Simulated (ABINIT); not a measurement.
**MgH2 (P4_2/mnm): changed settings of a GW run in ABINIT**

A base run on MgH2 (P4_2/mnm), then changed inputs.

Calculated with ABINIT 10.8.3; PBE and many-body steps on it, plane waves.

**1. Starting point**

It takes space group P4_2/mnm (No. 136, tetragonal). Conventional cell: a = 4.517 Å, b = 4.517 Å, c = 3.020 Å, α = 90.00°, β = 90.00°, γ = 90.00°. Nearest to Mg lie 6 H at 1.95 Å. Nearest to H lie 3 Mg at 1.95 Å. Farther neighbours are not listed.

The cell and positions come from the Crystallography Open Database and are kept as given unless a step says otherwise.

**2. Screening, 4×4×4 mesh, 143 bands, screening to 152.4 eV**

This step: ABINIT 10.8.3; RPA screening on PBE, plane waves, norm-conserving pseudopotentials.

The RPA dielectric matrix is built and inverted for each q.

run.abi

```
acell 3*1.0 Angstrom
rprim 
  4.516800000000 0.000000000000 0.000000000000
  0.000000000000 4.516800000000 0.000000000000
  0.000000000000 0.000000000000 3.020500000000
ntypat 2
znucl 12 1
natom 6
typat 1 1 2 2 2 2
xred 
  0.000000000000 0.000000000000 0.000000000000
  0.500000000000 0.500000000000 0.500000000000
  0.306000000000 0.306000000000 0.000000000000
  0.194000000000 0.806000000000 0.500000000000
  0.694000000000 0.694000000000 0.000000000000
  0.806000000000 0.194000000000 0.500000000000
pp_dirpath "pseudos"
pseudos "Mg.upf, H.upf"
ecut 38
ngkpt 4 4 4
nshiftk 1
shiftk 0 0 0
kptopt 1
chksymbreak 0
istwfk *1
occopt 1
irdwfk 1
optdriver 3
nband 143
ecuteps 5.6
inclvkb 2
awtr 1
symchi 1
indata_prefix "in"
outdata_prefix "out"
tmpdata_prefix "tmp"
```

Launch:

```bash
> OMP_NUM_THREADS=1 mpirun -n 8 abinit run.abi > log
```

What it wrote:

```text
.Version 10.8.3 of ABINIT. v10.8.2 released Aug 2026.

 Symmetries : space group P4_2/m n m (#136); Bravais tP (primitive tetrag.)
[... echo of the input left out ...]
== DATASET  1 ==================================================================
-   mpi_nproc: 8, omp_nthreads: 1 (-1 if OMP is not activated)

--- !DatasetInfo
iteration_state: {dtset: 1, }
dimensions: {natom: 6, nkpt: 18, mband: 143, nsppol: 1, nspinor: 1, nspden: 1, mpw: 4696, }
cutoff_energies: {ecut:  38.0, pawecutdg:  -1.0, }
electrons: {nelect:   2.40000000E+01, charge:   0.00000000E+00, occopt:   1.00000000E+00, tsmear:   1.00000000E-02, }

 SCREENING: Calculation of the susceptibility and dielectric matrices

 Based on a program developped by R.W. Godby, V. Olevano, G. Onida, and L. Reining.
 Incorporated in ABINIT by V. Olevano, G.-M. Rignanese, and M. Torrent.
.Using double precision arithmetic ; gwpc =  8

[... cell and pseudopotentials left out ...]
--------------------------------------------------------------------------------

 ==== K-mesh for the wavefunctions ====
 Number of points in the irreducible wedge :    18
[... list of points left out ...]
 Together with 16 symmetry operations and time-reversal symmetry
 yields    64 points in the full Brillouin Zone.

 ==== Q-mesh for the screening function ====
 Number of points in the irreducible wedge :    18
[... list of points left out ...]
 Together with 16 symmetry operations and time-reversal symmetry
 yields    64 points in the full Brillouin Zone.

 setmesh: FFT mesh size selected  =    36x   36x   24
          total number of points  =        31104

 vcoul_init : cutoff-mode = AUXILIARY_FUNCTION
 q-points for optical limit:   1
     1)      0.000010    0.000020    0.000030

- screening: taking advantage of time-reversal symmetry
- Maximum band index for partially occupied states nbvw = 12
- Remaining bands to be divided among processors   nbcw = 131
- Number of bands treated by each node ~16

 Number of electrons calculated from density =   24.0000; Expected =   24.0000
 average of density, n =  0.057713
 r_s =    1.6053
 omega_plasma =   23.1736 [eV]

 calculating chi0 at frequencies [eV] :
  1    0.000000E+00    0.000000E+00
  2    0.000000E+00    2.317355E+01

--------------------------------------------------------------------------------
  q-point number  1        q = ( 0.000000, 0.000000, 0.000000) [r.l.u.]
--------------------------------------------------------------------------------
[... chi0 elements left out ...]
 For q-point:  0.000010 0.000020 0.000030
  dielectric constant =   3.6604
  dielectric constant without local fields =   4.0586

  Average fulfillment of the sum rule on Im[epsilon] for q-point    1 :     62.18  [%]
[... wings left out ...]
  q-point number  2        q = ( 0.250000, 0.000000, 0.000000) [r.l.u.]
--------------------------------------------------------------------------------
[... chi0 elements left out ...]
  Average fulfillment of the sum rule on Im[epsilon] for q-point    2 :     68.90  [%]

 [... 16 further q-points ...]
```

Run time: 69 s. Hardware: 8 MPI ranks of Arm Neoverse V2, shared host; peak memory 2.9 GiB; 9.2 min of CPU time.

Numbers from this step:

| Quantity | Value |
| --- | --- |
| ε∞ with local fields, on this mesh, along the program's q direction | 3.660 |
| the same without local fields | 4.059 |
| plasma frequency | 23.17 eV |
| plane waves in the screening matrix | 267 |

Local fields lower ε∞ by 10 %. On a Γ-centred mesh this coarse the value itself is usually too large, while a short band sum pulls it down.

**3. Base**

The self-energy is evaluated for the states that the input lists, and the levels follow from it, in one-shot runs by the linearised quasiparticle equation.

This step: G0W0 on PBE, plane waves, norm-conserving pseudopotentials.

run.abi: that of step 2 with these lines changed.

```diff
@@ -27,8 +27,21 @@
 irdwfk 1
-optdriver 3
+optdriver 4
 nband 143
+gwcalctyp 0
+ecutsigx 38
+symsigma 1
+nkptgw 4
+kptgw 
+  0.2500000000 0.0000000000 0.0000000000
+  0.5000000000 0.5000000000 0.5000000000
+  0.2500000000 0.2500000000 0.5000000000
+  0.0000000000 0.0000000000 0.0000000000
+bdgw 
+  11 14
+  11 14
+  11 14
+  10 14
 ecuteps 5.6
-inclvkb 2
-awtr 1
-symchi 1
+irdscr 1
+ppmodel 1
 indata_prefix "in"
```

What it wrote:

```text
.Version 10.8.3 of ABINIT. v10.8.2 released Aug 2026.

 Symmetries : space group P4_2/m n m (#136); Bravais tP (primitive tetrag.)
[... echo of the input left out ...]
== DATASET  1 ==================================================================
-   mpi_nproc: 8, omp_nthreads: 1 (-1 if OMP is not activated)

--- !DatasetInfo
iteration_state: {dtset: 1, }
dimensions: {natom: 6, nkpt: 18, mband: 143, nsppol: 1, nspinor: 1, nspden: 1, mpw: 4696, }
cutoff_energies: {ecut:  38.0, pawecutdg:  -1.0, }
electrons: {nelect:   2.40000000E+01, charge:   0.00000000E+00, occopt:   1.00000000E+00, tsmear:   1.00000000E-02, }

 SIGMA: Calculation of the GW corrections

 Based on a program developped by R.W. Godby, V. Olevano, G. Onida, and L. Reining.
 Incorporated in ABINIT by V. Olevano, G.-M. Rignanese, and M. Torrent.
.Using double precision arithmetic ; gwpc =  8

[... cell and pseudopotentials left out ...]
--------------------------------------------------------------------------------

 ==== K-mesh for the wavefunctions ====
 Number of points in the irreducible wedge :    18
[... list of points left out ...]
 Together with 16 symmetry operations and time-reversal symmetry
 yields    64 points in the full Brillouin Zone.

 ==== Q-mesh for screening function ====
 Number of points in the irreducible wedge :    18
[... list of points left out ...]
 Together with 16 symmetry operations and time-reversal symmetry
 yields    64 points in the full Brillouin Zone.

 vcoul_init : cutoff-mode = AUXILIARY_FUNCTION
 q-points for optical limit:   1
     1)      0.000010    0.000020    0.000030
 setmesh: FFT mesh size selected  =    48x   48x   32
          total number of points  =        73728

 Number of electrons calculated from density =   24.0000; Expected =   24.0000
 average of density, n =  0.057713
 r_s =    1.6053
 omega_plasma =   23.1736 [eV]

 === KS Band Gaps ===
  >>>> For spin  1
   Minimum direct gap =   4.6658 [eV], located at k-point      :   0.2500  0.2500  0.5000
   Fundamental gap    =   3.8953 [eV], Top of valence bands at :   0.2500  0.0000  0.0000
                                       Bottom of conduction at :   0.5000  0.5000  0.5000
 SIGMA fundamental parameters:
 PLASMON POLE MODEL  1
 number of plane-waves for SigmaX                 4651
 number of plane-waves for SigmaC and W            267
 number of plane-waves for wavefunctions          4651
 number of bands                                   143
 number of independent spin polarizations            1
 number of spinorial components                      1
 number of k-points in IBZ                          18
 number of q-points in IBZ                          18
 number of symmetry operations                      16
 number of k-points in BZ                           64
 number of q-points in BZ                           64
 number of frequencies for dSigma/dE                 9
 frequency step for dSigma/dE [eV]                0.25
 number of omega for Sigma on real axis              0
 max omega for Sigma on real axis  [eV]           0.00
 zcut for avoiding poles [eV]                     0.10

 EPSILON^-1 parameters (SCR file):
 dimension of the eps^-1 matrix on file            267
 dimension of the eps^-1 matrix used               267
 number of plane-waves for wavefunctions          4651
 number of bands                                   143
 number of q-points in IBZ                          18
 number of frequencies                               2
 number of real frequencies                          1
 number of imag frequencies                          1

 matrix elements of self-energy operator (all in [eV])

 Perturbative Calculation

--- !SelfEnergy_ee
iteration_state: {dtset: 1, }
kpoint     : [   0.250,    0.000,    0.000, ]
spin       : 1
KS_gap     :    4.798
QP_gap     :    6.745
Delta_QP_KS:    1.947
data: !SigmaeeData |
     Band     E0 <VxcDFT>   SigX SigC(E0)      Z dSigC/dE  Sig(E)    E-E0       E
       11  -0.710 -11.185 -15.060   2.044   0.775  -0.291 -12.604  -1.418  -2.128
       12   0.402 -11.630 -15.054   1.728   0.781  -0.280 -12.955  -1.325  -0.923
       13   5.200  -8.565  -4.388  -3.420   0.822  -0.216  -7.943   0.622   5.822
       14   6.926  -8.266  -3.848  -3.674   0.816  -0.226  -7.659   0.607   7.533

--- !SelfEnergy_ee
iteration_state: {dtset: 1, }
kpoint     : [   0.500,    0.500,    0.500, ]
spin       : 1
KS_gap     :    4.769
QP_gap     :    6.891
Delta_QP_KS:    2.122
data: !SigmaeeData |
     Band     E0 <VxcDFT>   SigX SigC(E0)      Z dSigC/dE  Sig(E)    E-E0       E
       11  -0.472 -11.049 -14.865   1.978   0.777  -0.288 -12.477  -1.428  -1.900
       12  -0.472 -11.049 -14.865   1.978   0.777  -0.288 -12.477  -1.428  -1.900
[...]
--- !SelfEnergy_ee
iteration_state: {dtset: 1, }
kpoint     : [   0.250,    0.250,    0.500, ]
spin       : 1
KS_gap     :    4.666
QP_gap     :    6.730
Delta_QP_KS:    2.064
data: !SigmaeeData |
     Band     E0 <VxcDFT>   SigX SigC(E0)      Z dSigC/dE  Sig(E)    E-E0       E
[...]
--- !SelfEnergy_ee
iteration_state: {dtset: 1, }
kpoint     : [   0.000,    0.000,    0.000, ]
spin       : 1
KS_gap     :    5.246
QP_gap     :    6.933
Delta_QP_KS:    1.687
data: !SigmaeeData |
     Band     E0 <VxcDFT>   SigX SigC(E0)      Z dSigC/dE  Sig(E)    E-E0       E
[...]
12  -0.039 -11.484 -14.821   1.705   0.780  -0.283 -12.756  -1.272  -1.311
       13   5.207  -6.816  -2.910  -3.406   0.829  -0.206  -6.402   0.414   5.622
       14   5.547  -9.978  -5.729  -3.392   0.814  -0.229  -9.281   0.697   6.244

== END DATASET(S) ==============================================================
================================================================================

 -outvars: echo values of variables after computation  --------
           etotal      0.0000000000E+00
            nband         143
             nkpt          18
          spgroup         136
 [... the other variables as echoed above ...]

 Calculation completed.
```

Elapsed: 25 s, on 8 MPI ranks; peak memory 2.7 GiB; 3.3 min of CPU time.

This step gave:

| Quantity | Value |
| --- | --- |
| G0W0 gap on the mesh | 5.914 eV |
| starting gap on the mesh | 3.895 eV |
| k of the valence top | 0.25, 0, 0 |
| k of the conduction bottom | 0.5, 0.5, 0.5 |
| Z at the valence top | 0.781 |
| Z at the conduction bottom | 0.821 |
| least direct G0W0 gap on the computed points | 6.731 eV |

The gap on the mesh goes from 3.90 eV to 5.91 eV, a correction of +2.02 eV.

**4. Coulomb singularity**

run.abi: that of step 3 with these lines changed.

```diff
@@ -46,2 +46,3 @@
 ppmodel 1
+gw_icutcoul 0
 indata_prefix "in"
```

What it wrote:

```text
.Version 10.8.3 of ABINIT. v10.8.2 released Aug 2026.

 Symmetries : space group P4_2/m n m (#136); Bravais tP (primitive tetrag.)
[... echo of the input left out ...]
== DATASET  1 ==================================================================
-   mpi_nproc: 8, omp_nthreads: 1 (-1 if OMP is not activated)

--- !DatasetInfo
iteration_state: {dtset: 1, }
dimensions: {natom: 6, nkpt: 18, mband: 143, nsppol: 1, nspinor: 1, nspden: 1, mpw: 4696, }
cutoff_energies: {ecut:  38.0, pawecutdg:  -1.0, }
electrons: {nelect:   2.40000000E+01, charge:   0.00000000E+00, occopt:   1.00000000E+00, tsmear:   1.00000000E-02, }

 SIGMA: Calculation of the GW corrections

 Based on a program developped by R.W. Godby, V. Olevano, G. Onida, and L. Reining.
 Incorporated in ABINIT by V. Olevano, G.-M. Rignanese, and M. Torrent.
.Using double precision arithmetic ; gwpc =  8

[... cell and pseudopotentials left out ...]
--------------------------------------------------------------------------------

 ==== K-mesh for the wavefunctions ====
 Number of points in the irreducible wedge :    18
[... list of points left out ...]
 Together with 16 symmetry operations and time-reversal symmetry
 yields    64 points in the full Brillouin Zone.

 ==== Q-mesh for screening function ====
 Number of points in the irreducible wedge :    18
[... list of points left out ...]
 Together with 16 symmetry operations and time-reversal symmetry
 yields    64 points in the full Brillouin Zone.

 === Spherical cutoff ===

  Cutoff radius .........    18.5215 [Bohr]
  Volume of the sphere ..   26614.43 [Bohr^3]
 q-points for optical limit:   1
     1)      0.000010    0.000020    0.000030
 setmesh: FFT mesh size selected  =    48x   48x   32
          total number of points  =        73728

[...]
matrix elements of self-energy operator (all in [eV])

 Perturbative Calculation

--- !SelfEnergy_ee
iteration_state: {dtset: 1, }
kpoint     : [   0.250,    0.000,    0.000, ]
spin       : 1
KS_gap     :    4.798
QP_gap     :    6.628
Delta_QP_KS:    1.830
data: !SigmaeeData |
     Band     E0 <VxcDFT>   SigX SigC(E0)      Z dSigC/dE  Sig(E)    E-E0       E
       11  -0.710 -11.185 -15.067   2.081   0.778  -0.285 -12.586  -1.401  -2.111
       12   0.402 -11.630 -15.105   1.811   0.784  -0.275 -12.935  -1.305  -0.903
       13   5.200  -8.565  -4.427  -3.497   0.820  -0.220  -8.040   0.525   5.725
[...]
--- !SelfEnergy_ee
iteration_state: {dtset: 1, }
kpoint     : [   0.500,    0.500,    0.500, ]
spin       : 1
KS_gap     :    4.769
QP_gap     :    6.853
Delta_QP_KS:    2.084
data: !SigmaeeData |
     Band     E0 <VxcDFT>   SigX SigC(E0)      Z dSigC/dE  Sig(E)    E-E0       E
[...]
--- !SelfEnergy_ee
iteration_state: {dtset: 1, }
kpoint     : [   0.250,    0.250,    0.500, ]
spin       : 1
KS_gap     :    4.666
QP_gap     :    6.688
Delta_QP_KS:    2.022
data: !SigmaeeData |
     Band     E0 <VxcDFT>   SigX SigC(E0)      Z dSigC/dE  Sig(E)    E-E0       E
[...]
--- !SelfEnergy_ee
iteration_state: {dtset: 1, }
kpoint     : [   0.000,    0.000,    0.000, ]
spin       : 1
KS_gap     :    5.246
QP_gap     :    6.806
Delta_QP_KS:    1.560
data: !SigmaeeData |
     Band     E0 <VxcDFT>   SigX SigC(E0)      Z dSigC/dE  Sig(E)    E-E0       E
[...]
13   5.207  -6.816  -2.930  -3.541   0.825  -0.212  -6.532   0.285   5.492
       14   5.547  -9.978  -5.727  -3.458   0.812  -0.232  -9.334   0.643   6.191

== END DATASET(S) ==============================================================
================================================================================

 -outvars: echo values of variables after computation  --------
           etotal      0.0000000000E+00
            nband         143
             nkpt          18
          spgroup         136
 [... the other variables as echoed above ...]

 Calculation completed.
```

Elapsed: 25 s, on 8 MPI ranks; peak memory 2.7 GiB; 3.3 min of CPU time.

This step gave:

```yaml
g0w0_gap_on_the_mesh: 5.808 eV
starting_gap_on_the_mesh: 3.895 eV
k_of_the_valence_top: 0.25, 0, 0
k_of_the_conduction_bottom: 0.5, 0.5, 0.5
z_at_the_valence_top: 0.784
z_at_the_conduction_bottom: 0.816
least_direct_g0w0_gap_on_the_computed_points: 6.628 eV
```

Against G0W0 in ABINIT (4×4×4 mesh, 143 bands, screening to 152.4 eV, Godby-Needs plasmon pole), the gap moves by −0.106 eV.

**5. The runs together**

Times are wall times on 8 MPI ranks of Arm Neoverse V2, shared host, good to a factor of about two. A run's time includes the screening step that it read.

| run | mesh | bands | screening cutoff (eV) | DFT gap (eV) | gap on the mesh (eV) | direct (eV) | ε∞ used | time |
| --- | --- | --- | --- | --- | --- | --- | --- | --- |
| base | 4×4×4 | 143 | 152.4 | 3.895 | 5.914 | 6.731 | 3.66 | 94 s |
| Coulomb singularity | 4×4×4 | 143 | 152.4 | 3.895 | 5.808 | 6.628 | 3.66 | 94 s |

**6. Results**

```
base                : 5.914 eV
Coulomb singularity : 5.808 eV
known limits        : not at the basis limit; coarse k mesh
```

**Reading.** Coulomb singularity: −0.106 eV against base (keys changed: gw_icutcoul). Bands and cutoff are finite, so the gap is not at the basis limit. The miss can reach some tenths of an eV and take either sign; the mesh is an error of its own. The 4×4×4 mesh is coarse for this cell, which bears on the long-range parts of exchange and screening.

[Paths, hosts, dates, memory and timing lines, banners, echoed tables and standing remarks are left out of the program output.]

[Logs are printed without paths, hosts, clocks, repeated set-up lines and the standing remarks that a program may print on its own settings, such as how far it seeks lower states.]

[Runs of the session that timed out or met a known fault of the program may be left out.]

[Hosts, paths, dates, database ids (printed as entryN), source tags and the programs' standing remarks are cut or masked in the printed files.]

[G0W0 gaps are taken among the corrected bands and points alone; a level outside them can change the order at an edge.]

[Where Ansatz stands beside ABINIT at settings called matched, ABINIT's density can come from a denser mesh and the files from another edition; pairs whose starting gaps differed by over 0.03 eV were left out, so agreement reads better than it is.]
